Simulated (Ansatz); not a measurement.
The compound is AgCl (Chlorargyrite).

The database entry behind the starting cell differs from later determinations by our own check (an axis about 1.4 % short against later determinations), so it need not match the best structure at ambient conditions.

```cif
data_structure
_symmetry_space_group_name_H-M 'P 1'
_symmetry_Int_Tables_number 1
_cell_length_a 3.8679
_cell_length_b 3.8679
_cell_length_c 3.8679
_cell_angle_alpha 60.000
_cell_angle_beta 60.000
_cell_angle_gamma 60.000
_cell_volume 40.92
loop_
_atom_site_label
_atom_site_type_symbol
_atom_site_fract_x
_atom_site_fract_y
_atom_site_fract_z
_atom_site_occupancy
Ag1 Ag 0.00000 0.00000 0.00000 1
Cl2 Cl 0.50000 0.50000 0.50000 1
```

The cell and positions come from the Crystallography Open Database and are kept as given unless a step says otherwise. PAW set soft_2, made with PBE.

A constrained-RPA run (Ansatz 0.2.0; non-magnetic LDA; Ag d + anion p, bands v8 to v1, 6×6×6 mesh, medium accuracy) builds 8 functions on bands 5.7 eV wide, with 16.0 electrons in the window. The bare on-site interaction is 18.6 eV and the bare J 0.71 eV.

Estimate U, U′ and J.

On the Ag d shell, U = 5.91 eV (32 % of the bare value), U′ = 4.82 eV, J = 0.54 eV.

The parent state is non-magnetic and the interaction static (zero frequency); U depends on the window and the orbitals, so it belongs to this model alone. A window that holds the anion p bands defines a model with explicit ligands; its U belongs to that model and is not the U of DFT+U.

[Paths, hosts, dates, memory and timing lines, banners, echoed tables and standing remarks are left out of the program output.]

[Logs are printed without paths, hosts, clocks, repeated set-up lines and the standing remarks that a program may print on its own settings, such as how far it seeks lower states.]

[Runs of the session that timed out or met a known fault of the program may be left out.]

[Hosts, paths, dates, database ids (printed as entryN), source tags and the programs' standing remarks are cut or masked in the printed files.]
